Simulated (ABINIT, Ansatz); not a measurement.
**Ranks, solvers and switches in ABINIT: SrTiO3 (Tausonite)**

Which options change the time, and which the result? The test case is SrTiO3 (Tausonite).

Method: PBE and many-body steps on it, plane waves, in ABINIT 10.8.3.

### 1. The starting structure

The structure is cubic, space group Pm-3m (No. 221). The conventional cell has a = 3.905 Å, b = 3.905 Å, c = 3.905 Å, α = 90.00°, β = 90.00°, γ = 90.00°. Nearest to Sr lie 12 O at 2.76 Å. Ti has 6 O at 1.95 Å nearest. Nearest to O lie 2 Ti at 1.95 Å and 4 Sr at 2.76 Å. Farther neighbours, and contacts between anions beyond the nearest, are not listed.

The cell and positions come from the Crystallography Open Database and are kept as given unless a step says otherwise.

### 2. Base

This step: ABINIT 10.8.3; RPA screening on PBE, plane waves, norm-conserving pseudopotentials.

The RPA dielectric matrix is built and inverted for each q.

run.abi

```
acell 3*1.0 Angstrom
rprim 
  3.905280000000 0.000000000000 0.000000000000
  0.000000000000 3.905280000000 0.000000000000
  0.000000000000 0.000000000000 3.905280000000
ntypat 3
znucl 38 22 8
natom 5
typat 1 2 3 3 3
xred 
  0.500000000000 0.500000000000 0.500000000000
  0.000000000000 0.000000000000 0.000000000000
  0.500000000000 0.000000000000 0.000000000000
  0.000000000000 0.500000000000 0.000000000000
  0.000000000000 0.000000000000 0.500000000000
pp_dirpath "pseudos"
pseudos "Sr.upf, Ti.upf, O.upf"
ecut 38
ngkpt 4 4 4
nshiftk 1
shiftk 0 0 0
kptopt 1
chksymbreak 0
istwfk *1
occopt 1
irdwfk 1
optdriver 3
nband 197
ecuteps 7
inclvkb 2
awtr 1
symchi 1
indata_prefix "in"
outdata_prefix "out"
tmpdata_prefix "tmp"
```

Launch:

```bash
$ OMP_NUM_THREADS=1 mpirun -n 56 abinit run.abi > log
```

Log:

```text
.Version 10.8.3 of ABINIT. v10.8.2 released Aug 2026.

 Symmetries : space group Pm -3 m (#221); Bravais cP (primitive cubic)
[... echo of the input left out ...]
== DATASET  1 ==================================================================
-   mpi_nproc: 56, omp_nthreads: 1 (-1 if OMP is not activated)

--- !DatasetInfo
iteration_state: {dtset: 1, }
dimensions: {natom: 5, nkpt: 10, mband: 197, nsppol: 1, nspinor: 1, nspden: 1, mpw: 4632, }
cutoff_energies: {ecut:  38.0, pawecutdg:  -1.0, }
electrons: {nelect:   4.00000000E+01, charge:   0.00000000E+00, occopt:   1.00000000E+00, tsmear:   1.00000000E-02, }

 SCREENING: Calculation of the susceptibility and dielectric matrices

 Based on a program developped by R.W. Godby, V. Olevano, G. Onida, and L. Reining.
 Incorporated in ABINIT by V. Olevano, G.-M. Rignanese, and M. Torrent.
.Using double precision arithmetic ; gwpc =  8

[... cell and pseudopotentials left out ...]
--------------------------------------------------------------------------------

 ==== K-mesh for the wavefunctions ====
 Number of points in the irreducible wedge :    10
[... list of points left out ...]
 Together with 48 symmetry operations and time-reversal symmetry
 yields    64 points in the full Brillouin Zone.

 ==== Q-mesh for the screening function ====
 Number of points in the irreducible wedge :    10
[... list of points left out ...]
 Together with 48 symmetry operations and time-reversal symmetry
 yields    64 points in the full Brillouin Zone.

 setmesh: FFT mesh size selected  =    30x   30x   30
          total number of points  =        27000

 vcoul_init : cutoff-mode = AUXILIARY_FUNCTION
 q-points for optical limit:   1
     1)      0.000010    0.000020    0.000030

- screening: taking advantage of time-reversal symmetry
- Maximum band index for partially occupied states nbvw = 20
- Remaining bands to be divided among processors   nbcw = 177
- Number of bands treated by each node ~3

 Number of electrons calculated from density =   40.0000; Expected =   40.0000
 average of density, n =  0.099519
 r_s =    1.3387
 omega_plasma =   30.4305 [eV]

 calculating chi0 at frequencies [eV] :
  1    0.000000E+00    0.000000E+00
  2    0.000000E+00    3.043050E+01

--------------------------------------------------------------------------------
  q-point number  1        q = ( 0.000000, 0.000000, 0.000000) [r.l.u.]
--------------------------------------------------------------------------------
[... chi0 elements left out ...]
 For q-point:  0.000010 0.000020 0.000030
  dielectric constant =   6.3915
  dielectric constant without local fields =   6.7756

  Average fulfillment of the sum rule on Im[epsilon] for q-point    1 :     75.07  [%]
[... wings left out ...]
  q-point number  2        q = ( 0.250000, 0.000000, 0.000000) [r.l.u.]
--------------------------------------------------------------------------------
[... chi0 elements left out ...]
  Average fulfillment of the sum rule on Im[epsilon] for q-point    2 :     83.03  [%]

 [... 8 further q-points ...]
```

It took 85 s on 56 MPI ranks of Arm Neoverse N1, host not shared; peak memory 13 GiB; 79 min of CPU time.

Numbers from this step:

* ε∞ with local fields, on this mesh: 6.391
* ε∞ without local fields, on this mesh: 6.776
* plasma frequency: 30.43 eV
* plane waves in the screening matrix: 365

Local fields lower ε∞ by 6 %. On a Γ-centred mesh this coarse the value itself is usually too large, while a short band sum pulls it down.

### 3. Ranks (16 × 1)

run.abi is that of step 2.

Launch:

```bash
$ OMP_NUM_THREADS=1 mpirun -n 16 abinit run.abi > log
```

Log:

```text
.Version 10.8.3 of ABINIT. v10.8.2 released Aug 2026.

 Symmetries : space group Pm -3 m (#221); Bravais cP (primitive cubic)
[... echo of the input left out ...]
== DATASET  1 ==================================================================
-   mpi_nproc: 16, omp_nthreads: 1 (-1 if OMP is not activated)

--- !DatasetInfo
iteration_state: {dtset: 1, }
dimensions: {natom: 5, nkpt: 10, mband: 197, nsppol: 1, nspinor: 1, nspden: 1, mpw: 4632, }
cutoff_energies: {ecut:  38.0, pawecutdg:  -1.0, }
[...]
--------------------------------------------------------------------------------
[... chi0 elements left out ...]
 For q-point:  0.000010 0.000020 0.000030
  dielectric constant =   6.3915
  dielectric constant without local fields =   6.7756

  Average fulfillment of the sum rule on Im[epsilon] for q-point    1 :     75.07  [%]
[... wings left out ...]
  q-point number  2        q = ( 0.250000, 0.000000, 0.000000) [r.l.u.]
--------------------------------------------------------------------------------
[... chi0 elements left out ...]
  Average fulfillment of the sum rule on Im[epsilon] for q-point    2 :     83.03  [%]

 [... 8 further q-points ...]
```

Wall time 1.8 min (16 MPI ranks); peak memory 4.2 GiB.

This step gave:

| Quantity | Value |
| --- | --- |
| ε∞ with local fields, on this mesh | 6.391 |
| ε∞ without local fields, on this mesh | 6.776 |
| plasma frequency | 30.43 eV |
| plane waves in the screening matrix | 365 |

### 4. Ranks (8 × 1)

run.abi is that of step 3.

Launch:

```bash
$ OMP_NUM_THREADS=1 mpirun -n 8 abinit run.abi > log
```

Log:

```text
.Version 10.8.3 of ABINIT. v10.8.2 released Aug 2026.

 Symmetries : space group Pm -3 m (#221); Bravais cP (primitive cubic)
[... echo of the input left out ...]
== DATASET  1 ==================================================================
-   mpi_nproc: 8, omp_nthreads: 1 (-1 if OMP is not activated)

--- !DatasetInfo
iteration_state: {dtset: 1, }
dimensions: {natom: 5, nkpt: 10, mband: 197, nsppol: 1, nspinor: 1, nspden: 1, mpw: 4632, }
cutoff_energies: {ecut:  38.0, pawecutdg:  -1.0, }
[...]
--------------------------------------------------------------------------------
[... chi0 elements left out ...]
 For q-point:  0.000010 0.000020 0.000030
  dielectric constant =   6.3915
  dielectric constant without local fields =   6.7756

  Average fulfillment of the sum rule on Im[epsilon] for q-point    1 :     75.07  [%]
[... wings left out ...]
  q-point number  2        q = ( 0.250000, 0.000000, 0.000000) [r.l.u.]
--------------------------------------------------------------------------------
[... chi0 elements left out ...]
  Average fulfillment of the sum rule on Im[epsilon] for q-point    2 :     83.03  [%]

 [... 8 further q-points ...]
```

Run time: 2.9 min. Hardware: 8 MPI ranks; peak memory 2.5 GiB.

This step gave:

```yaml
eps_infinity_with_local_fields_on_this_mesh: 6.391
eps_infinity_without_local_fields_on_this_mesh: 6.776
plasma_frequency: 30.43 eV
plane_waves_in_the_screening_matrix: 365
```

### 5. Ranks (4 × 1)

run.abi is that of step 4.

Launch:

```bash
$ OMP_NUM_THREADS=1 mpirun -n 4 abinit run.abi > log
```

Log:

```text
.Version 10.8.3 of ABINIT. v10.8.2 released Aug 2026.

 Symmetries : space group Pm -3 m (#221); Bravais cP (primitive cubic)
[... echo of the input left out ...]
== DATASET  1 ==================================================================
-   mpi_nproc: 4, omp_nthreads: 1 (-1 if OMP is not activated)

--- !DatasetInfo
iteration_state: {dtset: 1, }
dimensions: {natom: 5, nkpt: 10, mband: 197, nsppol: 1, nspinor: 1, nspden: 1, mpw: 4632, }
cutoff_energies: {ecut:  38.0, pawecutdg:  -1.0, }
[...]
--------------------------------------------------------------------------------
[... chi0 elements left out ...]
 For q-point:  0.000010 0.000020 0.000030
  dielectric constant =   6.3915
  dielectric constant without local fields =   6.7756

  Average fulfillment of the sum rule on Im[epsilon] for q-point    1 :     75.07  [%]
[... wings left out ...]
  q-point number  2        q = ( 0.250000, 0.000000, 0.000000) [r.l.u.]
--------------------------------------------------------------------------------
[... chi0 elements left out ...]
  Average fulfillment of the sum rule on Im[epsilon] for q-point    2 :     83.03  [%]

 [... 8 further q-points ...]
```

The job ended after 5.5 min (4 MPI ranks; peak memory 1.7 GiB; 22 min of CPU time).

Numbers from this step:

- ε∞ with local fields, on this mesh: 6.391
- ε∞ without local fields, on this mesh: 6.776
- plasma frequency: 30.43 eV
- plane waves in the screening matrix: 365

### 6. Ranks (2 × 1)

run.abi is that of step 5.

Launch:

```bash
$ OMP_NUM_THREADS=1 mpirun -n 2 abinit run.abi > log
```

Log:

```text
.Version 10.8.3 of ABINIT. v10.8.2 released Aug 2026.

 Symmetries : space group Pm -3 m (#221); Bravais cP (primitive cubic)
[... echo of the input left out ...]
== DATASET  1 ==================================================================
-   mpi_nproc: 2, omp_nthreads: 1 (-1 if OMP is not activated)

--- !DatasetInfo
iteration_state: {dtset: 1, }
dimensions: {natom: 5, nkpt: 10, mband: 197, nsppol: 1, nspinor: 1, nspden: 1, mpw: 4632, }
cutoff_energies: {ecut:  38.0, pawecutdg:  -1.0, }
[...]
--------------------------------------------------------------------------------
[... chi0 elements left out ...]
 For q-point:  0.000010 0.000020 0.000030
  dielectric constant =   6.3915
  dielectric constant without local fields =   6.7756

  Average fulfillment of the sum rule on Im[epsilon] for q-point    1 :     75.07  [%]
[... wings left out ...]
  q-point number  2        q = ( 0.250000, 0.000000, 0.000000) [r.l.u.]
--------------------------------------------------------------------------------
[... chi0 elements left out ...]
  Average fulfillment of the sum rule on Im[epsilon] for q-point    2 :     83.03  [%]

 [... 8 further q-points ...]
```

It took 11 min on 2 MPI ranks; peak memory 1.3 GiB; 22 min of CPU time.

This step gave:

- ε∞ with local fields, on this mesh: 6.391
- ε∞ without local fields, on this mesh: 6.776
- plasma frequency: 30.43 eV
- plane waves in the screening matrix: 365

### 7. Ranks (1 × 1)

run.abi is that of step 6.

Launch:

```bash
$ OMP_NUM_THREADS=1 abinit run.abi > log
```

Log:

```text
.Version 10.8.3 of ABINIT. v10.8.2 released Aug 2026.

 Symmetries : space group Pm -3 m (#221); Bravais cP (primitive cubic)
[... echo of the input left out ...]
== DATASET  1 ==================================================================
-   mpi_nproc: 1, omp_nthreads: 1 (-1 if OMP is not activated)

--- !DatasetInfo
iteration_state: {dtset: 1, }
dimensions: {natom: 5, nkpt: 10, mband: 197, nsppol: 1, nspinor: 1, nspden: 1, mpw: 4632, }
cutoff_energies: {ecut:  38.0, pawecutdg:  -1.0, }
[...]
--------------------------------------------------------------------------------
[... chi0 elements left out ...]
 For q-point:  0.000010 0.000020 0.000030
  dielectric constant =   6.3915
  dielectric constant without local fields =   6.7756

  Average fulfillment of the sum rule on Im[epsilon] for q-point    1 :     75.07  [%]
[... wings left out ...]
  q-point number  2        q = ( 0.250000, 0.000000, 0.000000) [r.l.u.]
--------------------------------------------------------------------------------
[... chi0 elements left out ...]
  Average fulfillment of the sum rule on Im[epsilon] for q-point    2 :     83.03  [%]

 [... 8 further q-points ...]
```

The job ended after 21 min (1 MPI rank; peak memory 1.1 GiB).

Read from the output:

```yaml
eps_infinity_with_local_fields_on_this_mesh: 6.391
eps_infinity_without_local_fields_on_this_mesh: 6.776
plasma_frequency: 30.43 eV
plane_waves_in_the_screening_matrix: 365
```

### 8. Threads in place of ranks (14 × 4)

run.abi is that of step 7.

Launch:

```bash
$ OMP_NUM_THREADS=4 mpirun -n 14 abinit run.abi > log
```

Log:

```text
.Version 10.8.3 of ABINIT. v10.8.2 released Aug 2026.

 Symmetries : space group Pm -3 m (#221); Bravais cP (primitive cubic)
[... echo of the input left out ...]
== DATASET  1 ==================================================================
-   mpi_nproc: 14, omp_nthreads: 4 (-1 if OMP is not activated)

--- !DatasetInfo
iteration_state: {dtset: 1, }
dimensions: {natom: 5, nkpt: 10, mband: 197, nsppol: 1, nspinor: 1, nspden: 1, mpw: 4632, }
cutoff_energies: {ecut:  38.0, pawecutdg:  -1.0, }
[...]
--------------------------------------------------------------------------------
[... chi0 elements left out ...]
 For q-point:  0.000010 0.000020 0.000030
  dielectric constant =   6.3915
  dielectric constant without local fields =   6.7756

  Average fulfillment of the sum rule on Im[epsilon] for q-point    1 :     75.07  [%]
[... wings left out ...]
  q-point number  2        q = ( 0.250000, 0.000000, 0.000000) [r.l.u.]
--------------------------------------------------------------------------------
[... chi0 elements left out ...]
  Average fulfillment of the sum rule on Im[epsilon] for q-point    2 :     83.03  [%]

 [... 8 further q-points ...]
```

The job ended after 98 s (14 MPI ranks; peak memory 3.8 GiB; 33 min of CPU time).

This step gave:

```yaml
eps_infinity_with_local_fields_on_this_mesh: 6.391
eps_infinity_without_local_fields_on_this_mesh: 6.776
plasma_frequency: 30.43 eV
plane_waves_in_the_screening_matrix: 365
```

### 9. No symmetry

Edit run.abi of step 8 so:

```diff
@@ -31,3 +31,3 @@
 awtr 1
-symchi 1
+symchi 0
 indata_prefix "in"
```

Launch:

```bash
$ OMP_NUM_THREADS=1 mpirun -n 56 abinit run.abi > log
```

Log:

```text
.Version 10.8.3 of ABINIT. v10.8.2 released Aug 2026.

 Symmetries : space group Pm -3 m (#221); Bravais cP (primitive cubic)
[... echo of the input left out ...]
== DATASET  1 ==================================================================
-   mpi_nproc: 56, omp_nthreads: 1 (-1 if OMP is not activated)

--- !DatasetInfo
iteration_state: {dtset: 1, }
dimensions: {natom: 5, nkpt: 10, mband: 197, nsppol: 1, nspinor: 1, nspden: 1, mpw: 4632, }
cutoff_energies: {ecut:  38.0, pawecutdg:  -1.0, }
[...]
--------------------------------------------------------------------------------
[... chi0 elements left out ...]
 For q-point:  0.000010 0.000020 0.000030
  dielectric constant =   6.3915
  dielectric constant without local fields =   6.7756

  Average fulfillment of the sum rule on Im[epsilon] for q-point    1 :     75.07  [%]
[... wings left out ...]
  q-point number  2        q = ( 0.250000, 0.000000, 0.000000) [r.l.u.]
--------------------------------------------------------------------------------
[... chi0 elements left out ...]
  Average fulfillment of the sum rule on Im[epsilon] for q-point    2 :     83.03  [%]

 [... 8 further q-points ...]
```

It took 3.3 min on 56 MPI ranks; peak memory 24 GiB; 3 h of CPU time.

Numbers from this step:

| Quantity | Value |
| --- | --- |
| ε∞ with local fields, on this mesh | 6.391 |
| ε∞ without local fields, on this mesh | 6.776 |
| plasma frequency | 30.43 eV |
| plane waves in the screening matrix | 365 |

### 10. No time reversal

Edit run.abi of step 9 so:

```diff
@@ -30,4 +30,4 @@
 inclvkb 2
-awtr 1
-symchi 0
+awtr 0
+symchi 1
 indata_prefix "in"
```

Log:

```text
.Version 10.8.3 of ABINIT. v10.8.2 released Aug 2026.

 Symmetries : space group Pm -3 m (#221); Bravais cP (primitive cubic)
[... echo of the input left out ...]
== DATASET  1 ==================================================================
-   mpi_nproc: 56, omp_nthreads: 1 (-1 if OMP is not activated)

--- !DatasetInfo
iteration_state: {dtset: 1, }
dimensions: {natom: 5, nkpt: 10, mband: 197, nsppol: 1, nspinor: 1, nspden: 1, mpw: 4632, }
cutoff_energies: {ecut:  38.0, pawecutdg:  -1.0, }
[...]
--------------------------------------------------------------------------------
[... chi0 elements left out ...]
 For q-point:  0.000010 0.000020 0.000030
  dielectric constant =   6.3915
  dielectric constant without local fields =   6.7756

  Average fulfillment of the sum rule on Im[epsilon] for q-point    1 :     75.07  [%]
[... wings left out ...]
  q-point number  2        q = ( 0.250000, 0.000000, 0.000000) [r.l.u.]
--------------------------------------------------------------------------------
[... chi0 elements left out ...]
  Average fulfillment of the sum rule on Im[epsilon] for q-point    2 :     83.03  [%]

 [... 8 further q-points ...]
```

The job ended after 84 s (56 MPI ranks; peak memory 13 GiB; 79 min of CPU time).

This step gave:

- ε∞ with local fields, on this mesh: 6.391
- ε∞ without local fields, on this mesh: 6.776
- plasma frequency: 30.43 eV
- plane waves in the screening matrix: 365

### 11. Work shared over k-points

Edit run.abi of step 10 so:

```diff
@@ -30,4 +30,5 @@
 inclvkb 2
-awtr 0
+awtr 1
 symchi 1
+gwpara 1
 indata_prefix "in"
```

Log:

```text
.Version 10.8.3 of ABINIT. v10.8.2 released Aug 2026.

 Symmetries : space group Pm -3 m (#221); Bravais cP (primitive cubic)
[... echo of the input left out ...]
== DATASET  1 ==================================================================
-   mpi_nproc: 56, omp_nthreads: 1 (-1 if OMP is not activated)

--- !DatasetInfo
iteration_state: {dtset: 1, }
dimensions: {natom: 5, nkpt: 10, mband: 197, nsppol: 1, nspinor: 1, nspden: 1, mpw: 4632, }
cutoff_energies: {ecut:  38.0, pawecutdg:  -1.0, }
[...]
--------------------------------------------------------------------------------
[... chi0 elements left out ...]
 For q-point:  0.000010 0.000020 0.000030
  dielectric constant =   6.3915
  dielectric constant without local fields =   6.7756

  Average fulfillment of the sum rule on Im[epsilon] for q-point    1 :     75.07  [%]
[... wings left out ...]
  q-point number  2        q = ( 0.250000, 0.000000, 0.000000) [r.l.u.]
--------------------------------------------------------------------------------
[... chi0 elements left out ...]
  Average fulfillment of the sum rule on Im[epsilon] for q-point    2 :     83.03  [%]

 [... 8 further q-points ...]
```

Run time: 90 s. Hardware: 56 MPI ranks; peak memory 57 GiB; 83 min of CPU time.

Read from the output:

```yaml
eps_infinity_with_local_fields_on_this_mesh: 6.391
eps_infinity_without_local_fields_on_this_mesh: 6.776
plasma_frequency: 30.43 eV
plane_waves_in_the_screening_matrix: 365
```

### 12. Low-memory mode

Edit run.abi of step 11 so:

```diff
@@ -32,3 +32,3 @@
 symchi 1
-gwpara 1
+gwmem 00
 indata_prefix "in"
```

Log:

```text
.Version 10.8.3 of ABINIT. v10.8.2 released Aug 2026.

 Symmetries : space group Pm -3 m (#221); Bravais cP (primitive cubic)
[... echo of the input left out ...]
== DATASET  1 ==================================================================
-   mpi_nproc: 56, omp_nthreads: 1 (-1 if OMP is not activated)

--- !DatasetInfo
iteration_state: {dtset: 1, }
dimensions: {natom: 5, nkpt: 10, mband: 197, nsppol: 1, nspinor: 1, nspden: 1, mpw: 4632, }
cutoff_energies: {ecut:  38.0, pawecutdg:  -1.0, }
[...]
--------------------------------------------------------------------------------
[... chi0 elements left out ...]
 For q-point:  0.000010 0.000020 0.000030
  dielectric constant =   6.3915
  dielectric constant without local fields =   6.7756

  Average fulfillment of the sum rule on Im[epsilon] for q-point    1 :     75.07  [%]
[... wings left out ...]
  q-point number  2        q = ( 0.250000, 0.000000, 0.000000) [r.l.u.]
--------------------------------------------------------------------------------
[... chi0 elements left out ...]
  Average fulfillment of the sum rule on Im[epsilon] for q-point    2 :     83.03  [%]

 [... 8 further q-points ...]
```

Elapsed: 91 s, on 56 MPI ranks; peak memory 8 GiB; 84 min of CPU time.

Read from the output:

```yaml
eps_infinity_with_local_fields_on_this_mesh: 6.391
eps_infinity_without_local_fields_on_this_mesh: 6.776
plasma_frequency: 30.43 eV
plane_waves_in_the_screening_matrix: 365
```

(Continued in part 2 of 2.)

[Long decimals in the printed logs are rounded to 6 places.]

[Logs are printed without paths, hosts, clocks, repeated set-up lines and the standing remarks that a program may print on its own settings, such as how far it seeks lower states.]

[Paths, hosts, dates, memory and timing lines, banners, echoed tables and standing remarks are left out of the program output; an Ansatz launch command may be rebuilt from the run's recorded settings. Measured values are a selection of at most five: reports struck by readers or far from the other reports are left out. None is set beside runs whose start may be inverted or whose files or cutoffs have a known fault.]

[Runs of the session that timed out or met a known fault of the program may be left out.]

[Hosts, paths, dates, database ids (printed as entryN), source tags and the programs' standing remarks are cut or masked in the printed files.]

[G0W0 gaps are taken among the corrected bands and points alone; a level outside them can change the order at an edge.]

[Where Ansatz stands beside ABINIT at settings called matched, ABINIT's density can come from a denser mesh and the files from another edition; pairs whose starting gaps differed by over 0.03 eV were left out, so agreement reads better than it is.]
